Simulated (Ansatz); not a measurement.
# Core levels in a random alloy: Mg3Mo (Mo on 25 % of the Mg sites, one arrangement), part 3 of 3

What do XPS lines of Mg3Mo (Mo on 25 % of the Mg sites, one arrangement) look like, site by site?

Ansatz 0.2.0; DFT, PBE, plane-wave PAW, default files, scalar-relativistic.

So far. Step 3 (Valence states): The largest force component on a free atom is 0.016 eV/Å, so the atoms are at rest for these settings too. At the Fermi level the DOS is 11.01 states/eV a cell.

### Step 5. The pure metal: Mg

System of this step: Mg. The structure is hexagonal, space group P6_3/mmc (No. 194). The conventional cell has a = 3.190 Å, b = 3.190 Å, c = 5.190 Å, α = 90.00°, β = 90.00°, γ = 120.00°. Nearest to Mg lie 12 Mg at 3.18 to 3.19 Å.

Shifts are quoted against the pure metal, so it gets the same hole in a cell of like size.

input.yaml

```yaml
crystal:
  lattice:
    - [-4.785, 2.7626210381, 5.19]
    - [-4.785, 2.7626210381, -5.19]
    - [-3.19, -5.5252420761, 5.19]
  atoms:
    - { symbol: Mg_h, position: [0.875, 0.625, 0.75] }
    - { symbol: Mg, position: [0.375, 0.125, 0.75] }
    - { symbol: Mg, position: [0.25, 0.75, 0.5] }
    - { symbol: Mg, position: [0.75, 0.25, 0.5] }
    - { symbol: Mg, position: [0.625, 0.875, 0.25] }
    - { symbol: Mg, position: [0.125, 0.375, 0.25] }
    - { symbol: Mg, position: [0.5, 0.5, 0.0] }
    - { symbol: Mg, position: [0.0, 0.0, 0.0] }
    - { symbol: Mg, position: [0.3333333333, 0.3333333333, 0.5] }
    - { symbol: Mg, position: [0.8333333333, 0.8333333333, 0.5] }
    - { symbol: Mg, position: [0.7083333333, 0.4583333333, 0.25] }
    - { symbol: Mg, position: [0.2083333333, 0.9583333333, 0.25] }
    - { symbol: Mg, position: [0.0833333333, 0.5833333333, 0.0] }
    - { symbol: Mg, position: [0.5833333333, 0.0833333333, 0.0] }
    - { symbol: Mg, position: [0.9583333333, 0.2083333333, 0.75] }
    - { symbol: Mg, position: [0.4583333333, 0.7083333333, 0.75] }
kpoints:
  mp_grid: { grid: [4, 4, 4] }
scf:
  occupations: { method: fermi_dirac, width: 0.08 }
  n_extra_bands: 19
hamiltonian:
  xc: pbe
  pseudopotentials: { kind: paw }
output:
  forces: true
  dos:
    projected: true
    de: 0.05
    e_range: [-30, 12]
    method: { smearing: { sigma: 0.1, scheme: gaussian } }
  core_levels:
    shells: { Mg_h: "2p" }
    counted_from: fermi_level
    add_spin: false
```

The run is started by

```
$ ansatz run input.yaml --threads 4 --pin off --max-ram 14336MiB --backend cpu --events-out ev --progress --plain --runs-dir out
```

Numbers of over 12 decimals in the logs are rounded to 6 here.

Log:

```text
[...]
Crystal: 16 atoms, lattice volume = 365.906 Å³
Basis set: ecut = 420 eV, 7159 PW (Γ), exchange–correlation on 108×108×120 points (8 copies of the dense FFT grid, shifted against one another)
Bands: 99, of which v1, the nominal top of the filled ones, is band 80 counted from 1 (79 counted from 0)
Symmetry: 4 space group operations
[...]
k-points: 18 of 64 (time reversal used)
[...]
SCF iter   1: F=—  HF=-30780.908505 eV  |F-HF|=—  |Δ(HF+E_count)|=         —  Δρ=9.03e-4  dr2=3.61e-3  ethr=1.77e-3  ⟨swp⟩=8.6  Hψ=8422  notcnv=0  defer=22
[...]
SCF iter   6: F=-30780.908243 eV  HF=-30780.908243 eV  |F-HF|=3.39e-9  |Δ(HF+E_count)|=   5.15e-8  Δρ=1.42e-6  dr2=6.83e-9  ethr=6.25e-11  ⟨swp⟩=10.6  Hψ=6981  notcnv=0
SCF 1 converged in 6 iterations: F = -30780.908243 eV  dr2 = 6.83e-9
[...]
── core hole 1/1: 2p of Mg_h 0 ──
── 2p of Mg_h 0: 49.817 eV over the cell without the hole, in 7 iterations ──
SCF converged after 6 iterations
Free energy (F): -30780.908243 eV
[...]
Internal energy: -30780.766614 eV  (E = F + TS)
E sigma→0 (E₀):  -30780.837428 eV
Entropy (-TS):   -0.141628 eV (-8.852 meV/atom)
Fermi energy:    5.681491 eV
[...]
--- Forces (eV/Å), atoms counted from 1 ---
  atom   1  Mg_h    -0.00416468     0.00240448     0.00000000
  atom   2  Mg      -0.00416500     0.00240466     0.00000000
  atom   3  Mg      -0.00416371     0.00240394     0.00000000
  atom   4  Mg      -0.00416401     0.00240416     0.00000000
  atom   5  Mg      -0.00416313     0.00240353     0.00000000
  atom   6  Mg      -0.00416308     0.00240361     0.00000000
  atom   7  Mg      -0.00416407     0.00240406     0.00000000
  atom   8  Mg      -0.00416372     0.00240391     0.00000000
  atom   9  Mg       0.00416402    -0.00240419     0.00000008
  atom  10  Mg       0.00416402    -0.00240419    -0.00000008
  atom  11  Mg       0.00416296    -0.00240349     0.00000000
  atom  12  Mg       0.00416296    -0.00240349     0.00000000
  atom  13  Mg       0.00416410    -0.00240405     0.00000008
  atom  14  Mg       0.00416410    -0.00240405    -0.00000008
  atom  15  Mg       0.00416472    -0.00240450    -0.00000058
  atom  16  Mg       0.00416472    -0.00240450     0.00000058
  max |Σ_I F_I| component: 1.82e-7 eV/Å
--- Band table (eV; the first three rows and the last of 18) ---
  k-point 0: bands = [... 76 lower, 3.5582, 3.9882, 4.4223, 6.6881, 6.6881, 6.9918, 6.9918, 7.3741, ... 15 higher]
  k-point 1: bands = [... 76 lower, 4.1992, 4.3517, 4.6472, 5.4861, 5.4941, 5.8913, 6.3048, 6.8949, ... 15 higher]
  k-point 2: bands = [... 76 lower, 4.5851, 4.5851, 4.8329, 4.8329, 5.2435, 5.2435, 5.2435, 5.2435, ... 15 higher]
  k-point 17: bands = [... 76 lower, 5.2439, 5.2439, 5.9619, 5.9619, 5.9619, 5.9619, 6.3331, 6.3331, ... 15 higher]
[...]
the holes have no spin, as output.core_levels.add_spin types it
  atom         alike  shell      binding/eV   shift/eV difference/eV images/eV   SCF
  Mg_h 0           1     2p          49.817     +0.000        49.817         –     7
[...]
```

Wall time 30 s (4 threads of Arm Neoverse V1, shared host); peak memory 1.2 GiB; 1.9 min of CPU time.

This step gave:

```
free energy                                    : -30780.9082 eV
energy at zero smearing                        : -30780.8374 eV
smearing term TS                               : 0.1416 eV
Fermi energy                                   : 5.681 eV
symmetry operations                            : 4
share of occupied states in no projected shell : 0.2693 of the occupied states in the window
DOS at the Fermi level                         : 7.387 states/eV/cell
```

The DOS has structure finer than the step of the table below, so its rows give means over 0.5 eV, whole bins alone (the curve runs from -8.68 to 3.33 eV). Peaks (eV: height): total -2.67: 9.03, -1.57: 9.48, 0.42: 9.27, 1.32: 9.69, 1.82: 9.94, 2.33: 10.4, 2.73: 9.95; Mg 3s -6.08: 3.84, -5.38: 5.25, -4.17: 5.45, -3.38: 6.58, -2.67: 7.51, -1.57: 5.69, 0.42: 3.58; Mg 3p* -0.47: 5.70, 0.42: 5.69, 1.32: 8.09, 1.62: 7.54, 2.33: 8.59, 2.73: 8.69, 3.12: 7.09.

* holds the states left over by the projection beside any projected weight of its own. DOS against E, zero at the Fermi level; means over each step; values in states/eV/cell:

```tsv
E (eV)	total	Mg 3s	Mg 3p*
-7.5	4.7e-5	4.7e-5	0
-7.0	0.323	0.323	1.7e-4
-6.5	1.56	1.55	0.00181
-6.0	2.22	2.21	0.00580
-5.5	3.66	3.64	0.0239
-5.0	2.97	2.94	0.0395
-4.5	4.18	4.07	0.102
-4.0	4.17	3.99	0.171
-3.5	5.54	5.12	0.423
-3.0	4.55	3.99	0.551
-2.5	5.61	4.56	1.05
-2.0	6.29	4.48	1.81
-1.5	6.17	3.54	2.63
-1.0	6.95	2.86	4.09
-0.5	6.72	2.24	4.48
0.0	6.33	2.38	3.95
0.5	7.24	2.55	4.69
1.0	7.27	1.74	5.52
1.5	8.30	1.14	7.16
2.0	7.26	1.62	5.65
2.5	9.35	1.44	7.91
3.0	6.94	0.974	5.97
```

This run's widths, added to any smearing of the DOS itself: Gaussian 0.15 eV, Lorentzian 0.05 eV plus 0.05 an eV of depth. The intensity by binding energy, zero at the Fermi level; values in % of the maximum within 13 eV:

```tsv
binding energy (eV)	21.2 eV	150 eV	900 eV	1486.7 eV	8047.8 eV
-1.0	1.12	1.22	1.10	1.09	1.07
-0.5	1.94	2.19	1.89	1.84	1.79
0.0	33.2	41.4	31.7	30.5	29.0
0.5	56.6	75.6	53.2	50.3	47.0
1.0	67.3	81.9	64.5	62.2	59.5
1.5	75.6	83.0	74.0	72.7	71.2
2.0	89.1	91.1	88.3	87.7	87.0
2.5	83.6	82.3	83.4	83.3	83.2
3.0	77.4	74.5	77.5	77.7	77.8
3.5	91.0	86.4	91.4	91.8	92.2
4.0	75.7	71.1	76.2	76.6	77.0
4.5	72.9	68.2	73.4	73.9	74.4
5.0	58.2	54.2	58.7	59.0	59.4
5.5	59.7	55.5	60.2	60.6	61.0
6.0	41.5	38.5	41.8	42.1	42.4
6.5	27.2	25.2	27.4	27.6	27.8
7.0	9.94	9.25	10.0	10.1	10.2
7.5	3.16	2.95	3.18	3.20	3.22
8.0	1.76	1.65	1.77	1.78	1.79
8.5	1.18	1.11	1.19	1.19	1.20
```

Recipe: projected DOS times atomic cross section and asymmetry factor (linear light, 30° from the polarisation), occupied states only, Fermi edge at 77 K, a Lorentzian width of 0.05 eV growing by 0.05 eV per eV of binding energy, and a resolution of 0.15 eV. Curves are cut 10 eV under the photon energy, above any shell that the free atom's threshold puts out of reach, or at the lower edge of the window: 8.7 eV at 21.2 eV, 8.7 eV at 150 eV, 8.7 eV at 900 eV, 8.7 eV at 1486.7 eV and 8.7 eV at 8047.8 eV. Matrix elements of the solid and inelastic losses aren't modelled, nor non-dipole terms, which matter above 3 keV.

Share of each shell in the spectrum's area (%), by photon energy:

```tsv
shell	21.2 eV	150 eV	900 eV	1486.7 eV	8047.8 eV
Mg 3s	95.5	87.0	97.0	98.3	99.7
Mg 3p*	4.5	13.0	3.0	1.7	0.3
```

Each level is the free energy with the hole less that without it. The electron goes to the Fermi level, so the difference is a binding energy from E_F. The hole's nearest image is 7.6 Å away, and the holes carry no spin, so absolute levels are rough.

```tsv
atom	region	shell	level (eV)	shift (eV)	j lines (eV)	doubts
Mg1	Mg1	2p	49.82	-	50.00 / 49.73	-
```

Levels of p, d and f shells are means over their two j lines, weighted by degeneracy; the splitting comes from the atom's own solve. 

At the Fermi level the DOS is 7.39 states/eV a cell.

### Step 6. Z+1 stand-in on atom 1

System of this step: Mg11AlMo4. The structure is monoclinic, space group Cm (No. 8). The conventional cell has a = 10.757 Å, b = 10.105 Å, c = 8.216 Å, α = 90.00°, β = 130.89°, γ = 90.00°. Nearest to Al lie 2 Mo at 2.93 to 2.95 Å and 6 Mg at 3.03 to 3.12 Å. Nearest to Mg lie 2 Mo at 2.97 to 3.12 Å and 9 Mg at 2.99 to 3.21 Å. Nearest to Mg lie 7 Mg at 2.98 to 3.28 Å and 1 Al at 3.11 Å and 1 Mo at 3.17 Å. Mo has 3 Mo at 2.48 to 2.94 Å and 8 Mg at 2.92 to 3.28 Å and 1 Al at 2.95 Å nearest. Mg has 8 Mg at 3.01 to 3.16 Å and 1 Mo at 3.02 Å nearest. Mo has 3 Mo at 2.49 to 2.94 Å and 1 Al at 2.93 Å and 6 Mg at 2.94 to 3.22 Å nearest. It derives from Mg. Farther neighbours are not listed.

An atom with a screened core hole acts much like the next element, so swapping it gives a second estimate of the shift between sites.

input.yaml

```yaml
crystal:
  lattice:
    - [-4.6580042322, 2.6892999973, 5.0522553741]
    - [-4.6580042322, 2.6892999973, -5.0522553741]
    - [-3.1053361548, -5.3785999947, 5.0522553741]
  atoms:
    - { symbol: Al, position: [0.8868502355, 0.5837853384, 0.6969351029] }
    - { symbol: Mg, position: [0.3832698477, 0.1321988948, 0.7489290471] }
    - { symbol: Mg, position: [0.258460547, 0.7262572302, 0.4677966832] }
    - { symbol: Mo, position: [0.7651302246, 0.2275477881, 0.4624175635] }
    - { symbol: Mg, position: [0.6160301673, 0.8702219373, 0.25419177] }
    - { symbol: Mo, position: [0.120084763, 0.34560457, 0.225519807] }
    - { symbol: Mg, position: [0.5046136302, 0.4933824077, -0.0112312225] }
    - { symbol: Mg, position: [-0.0014811374, -0.0092077185, -0.0077265811] }
    - { symbol: Mg, position: [0.3446140048, 0.3356038841, 0.4969124931] }
    - { symbol: Mg, position: [0.838691391, 0.8415264978, 0.4969124931] }
    - { symbol: Mo, position: [0.7552171633, 0.4382113746, 0.2929883493] }
    - { symbol: Mo, position: [0.1452230253, 1.0482055126, 0.2929883493] }
    - { symbol: Mg, position: [0.0757893807, 0.5985279003, 0.0268550478] }
    - { symbol: Mg, position: [0.5716728525, 0.1026444285, 0.0268550478] }
    - { symbol: Mg, position: [0.9507816088, 0.2165469869, 0.7648280248] }
    - { symbol: Mg, position: [0.4517189621, 0.7156096336, 0.7648280248] }
kpoints:
  mp_grid: { grid: [6, 6, 6] }
scf:
  occupations: { method: fermi_dirac, width: 0.08 }
  n_extra_bands: 16
hamiltonian:
  xc: pbe
  pseudopotentials: { kind: paw }
output:
  forces: true
  stress: true
```

Log:

```text
[...]
Crystal: 16 atoms, lattice volume = 337.538 Å³
Basis set: ecut = 420 eV, 6617 PW (Γ), exchange–correlation on 100×100×108 points (8 copies of the dense FFT grid, shifted against one another)
Bands: 101, of which v1, the nominal top of the filled ones, is band 85 counted from 1 (84 counted from 0)
Symmetry: 2 space group operations
[...]
k-points: 68 of 216 (time reversal used)
[...]
SCF iter   1: F=—  HF=-41519.680550 eV  |F-HF|=—  |Δ(HF+E_count)|=         —  Δρ=5.36e-3  dr2=8.70e-2  ethr=1.77e-3  ⟨swp⟩=6.0  Hψ=26977  notcnv=0
[...]
SCF iter   7: F=-41519.663638 eV  HF=-41519.663638 eV  |F-HF|=1.31e-8  |Δ(HF+E_count)|=   7.64e-8  Δρ=2.31e-6  dr2=2.46e-8  ethr=5.92e-11  ⟨swp⟩=4.0  Hψ=21339  notcnv=0
SCF 1 converged in 7 iterations: F = -41519.663638 eV  dr2 = 2.46e-8
[...]
SCF converged after 7 iterations
Free energy (F): -41519.663638 eV
[...]
Internal energy: -41519.437280 eV  (E = F + TS)
E sigma→0 (E₀):  -41519.550459 eV
Entropy (-TS):   -0.226358 eV (-14.147 meV/atom)
Fermi energy:    8.197827 eV
[...]
--- Forces (eV/Å), atoms counted from 1 ---
  atom   1  Al     0.44847298     0.28099761    -0.00000000
  atom   2  Mg    -0.01888410     0.01251545     0.00000000
  atom   3  Mg     0.02660222    -0.07228619    -0.00000000
  atom   4  Mo    -0.46573765    -0.10360897     0.00000000
  atom   5  Mg     0.06277317     0.03702395    -0.00000000
  atom   6  Mo    -0.39182172    -0.42407060     0.00000000
  atom   7  Mg    -0.07039659     0.06403114     0.00000000
  atom   8  Mg     0.10340906     0.02716442    -0.00000000
  atom   9  Mg     0.01062623    -0.08370962    -0.08782732
  atom  10  Mg     0.01062623    -0.08370962     0.08782732
  atom  11  Mo     0.19803255     0.08063364    -0.06231931
  atom  12  Mo     0.19803255     0.08063364     0.06231931
  atom  13  Mg     0.05631159     0.02280753    -0.04935569
  atom  14  Mg     0.05631159     0.02280753     0.04935569
  atom  15  Mg    -0.11220165     0.06939243    -0.10983724
  atom  16  Mg    -0.11220165     0.06939243     0.10983724
  max |Σ_I F_I| component: 4.52e-5 eV/Å
--- Stress (GPa, compression-positive) ---
       -4.043156      -1.250093       0.000000
       -1.250093      -1.515202       0.000000
        0.000000       0.000000      -3.473491
  P = ⅓ Tr σ = -3.0106 GPa (-30.106 kbar)
```

The job ended after 50 s (4 threads; peak memory 1.9 GiB; 3.3 min of CPU time).

This step gave:

```
free energy             : -41519.6636 eV
energy at zero smearing : -41519.5505 eV
smearing term TS        : 0.2264 eV
Fermi energy            : 8.198 eV
symmetry operations     : 2
pressure                : -3.011 GPa
```

The largest force, 0.58 eV/Å, shows that the atoms would still move at this level, mesh and basis. At -3.0 GPa the cell is away from the equilibrium volume of this level: left free, it would shrink.

### Step 7. Z+1 stand-in on atom 10

System of this step: Mg11AlMo4. The cell holds 16 atoms: 11 Mg, 4 Mo and 1 Al. Its edges and angles: a = 7.379 Å, b = 7.379 Å, c = 8.006 Å, α = 115.6°, β = 64.4°, γ = 86.4°. It derives from Mg and Mo.

The same swap on atom 10.

Changes to input.yaml since step 6:

```diff
@@ -6,3 +6,3 @@
   atoms:
-    - { symbol: Al, position: [0.8868502355, 0.5837853384, 0.6969351029] }
+    - { symbol: Mg, position: [0.8868502355, 0.5837853384, 0.6969351029] }
     - { symbol: Mg, position: [0.3832698477, 0.1321988948, 0.7489290471] }
@@ -15,3 +15,3 @@
     - { symbol: Mg, position: [0.3446140048, 0.3356038841, 0.4969124931] }
-    - { symbol: Mg, position: [0.838691391, 0.8415264978, 0.4969124931] }
+    - { symbol: Al, position: [0.838691391, 0.8415264978, 0.4969124931] }
     - { symbol: Mo, position: [0.7552171633, 0.4382113746, 0.2929883493] }
@@ -23,3 +23,3 @@
 kpoints:
-  mp_grid: { grid: [6, 6, 6] }
+  mp_grid: { grid: [4, 4, 6] }
 scf:
```

Log:

```text
[...]
Crystal: 16 atoms, lattice volume = 337.538 Å³
Basis set: ecut = 420 eV, 6617 PW (Γ), exchange–correlation on 100×100×108 points (8 copies of the dense FFT grid, shifted against one another)
Bands: 101, of which v1, the nominal top of the filled ones, is band 85 counted from 1 (84 counted from 0)
Symmetry: 1 space group operations
[...]
atom  13  Mg    -0.10058225    -0.14268769    -0.00293550
  atom  14  Mg     0.08389112     0.12982668    -0.02119270
  atom  15  Mg     0.16842856    -0.02642456     0.00840254
  atom  16  Mg    -0.06901823     0.09325555    -0.00248179
  max |Σ_I F_I| component: 3.07e-5 eV/Å
--- Stress (GPa, compression-positive) ---
       -3.984126      -0.852116      -0.328062
       -0.852116      -1.660562       0.107139
       -0.328062       0.107139      -3.691053
  P = ⅓ Tr σ = -3.1119 GPa (-31.119 kbar)
[key lines of the parts left out:]
SCF converged after 7 iterations
Free energy (F): -41519.896970 eV
Fermi energy:    8.183763 eV
```

Elapsed: 38 s, on 4 threads; peak memory 1.6 GiB; 2.5 min of CPU time.

Numbers from this step:

* free energy: -41519.8970 eV
* energy at zero smearing: -41519.7868 eV
* smearing term TS: 0.2203 eV
* Fermi energy: 8.184 eV
* symmetry operations: 1
* pressure: -3.112 GPa

The run ends at a pressure of -3.11 GPa, with forces up to 0.46 eV/Å.

### Step 8. Summary of results

```json
{
  "Mg 2p shift from the pure metal": "-0.43 to -0.20 eV",
  "shift of Mg1 against Mg10": "+0.23 eV by Z+1, +0.21 eV by core holes",
  "spread of the Mg level over the listed sites": "0.23 eV",
  "spread of the Mo level over the listed sites": "0.02 eV",
  "strongest listed peak within 13 eV of the zero, at 1486.7 eV": "1.9 eV binding, mostly Mo 4d",
  "strongest listed peak within 13 eV of the zero, at 21.2 eV": "1.9 eV binding, mostly Mo 4d",
  "Mo 4d centre of the filled part": "-1.83 eV (5.8 states an atom)"
}
```

What this shows: Core shifts: Mg -0.43 to -0.20 eV. Among the sites run, the most bound Mg 2p level is that of Mg7, bonded to 8 Mg and 2 Mo; the least bound, 0.23 eV shallower, that of Mg10, bonded to 8 Mg and 4 Mo. In the main run, from 1486.7 eV towards hard X-rays the Mo 5s share grows by 22 points, as its cross section falls more slowly with photon energy than those of the shells it gains on. Shifts mix charge transfer, volume and screening, so their sign doesn't give the direction of charge flow by itself.

[Logs are printed without paths, hosts, clocks, repeated set-up lines and the standing remarks that a program may print on its own settings, such as how far it seeks lower states.]

[Hosts, paths, dates, database ids (printed as entryN), source tags and the programs' standing remarks are cut or masked in the printed files.]

[Maps of the electrostatic potential energy from Ansatz leave out the sawtooth potential of an applied field or a dipole correction, so their vacuum need not be flat; work functions include it.]
